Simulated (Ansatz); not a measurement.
Rows from a G0W0 calculation on LiNbO3 (R3c) (Ansatz 0.2.0; G0W0 on PBE, plane waves, PAW; 4×4×4 mesh, 226 empty bands, screening to 96 eV), in eV. Spin-orbit coupling is left out.

| row | k | band | start | Σx | Σc at the solution | Vxc |
| --- | --- | --- | --- | --- | --- | --- |
| A | (0.000, 0.250, -0.500) | v1 | 7.144 | -25.810 | 4.787 | -20.640 |
| B | Γ | c1 | 10.873 | -13.777 | -4.735 | -19.673 |
| C | (0.000, 0.250, -0.500) | c1 | 10.870 | -13.712 | -4.787 | -19.656 |
| D | (0.000, 0.250, -0.500) | c2 | 11.350 | -14.066 | -4.752 | -19.998 |
| E | (0.000, 0.250, -0.500) | v2 | 6.952 | -25.695 | 4.686 | -20.621 |
| F | Γ | v1 | 7.253 | -25.783 | 4.748 | -20.678 |

**Question.** Work out each quasiparticle level and how far it moved.

The quasiparticle equation reads E = start + Σx + Σc(E) − Vxc.

| row | E (eV) | shift (eV) |
| --- | --- | --- |
| A | 6.761 | −0.382 |
| B | 12.033 | +1.161 |
| C | 12.028 | +1.157 |
| D | 12.530 | +1.180 |
| E | 6.563 | −0.388 |
| F | 6.896 | −0.357 |

Limits: not at the basis limit; no spin-orbit coupling.

[Runs of the session that timed out or met a known fault of the program may be left out.]

[Cells called generated may have been cut or substituted from an entry of the Crystallography Open Database or the Materials Project.]

[Hosts, paths, dates, database ids (printed as entryN), source tags and the programs' standing remarks are cut or masked in the printed files.]
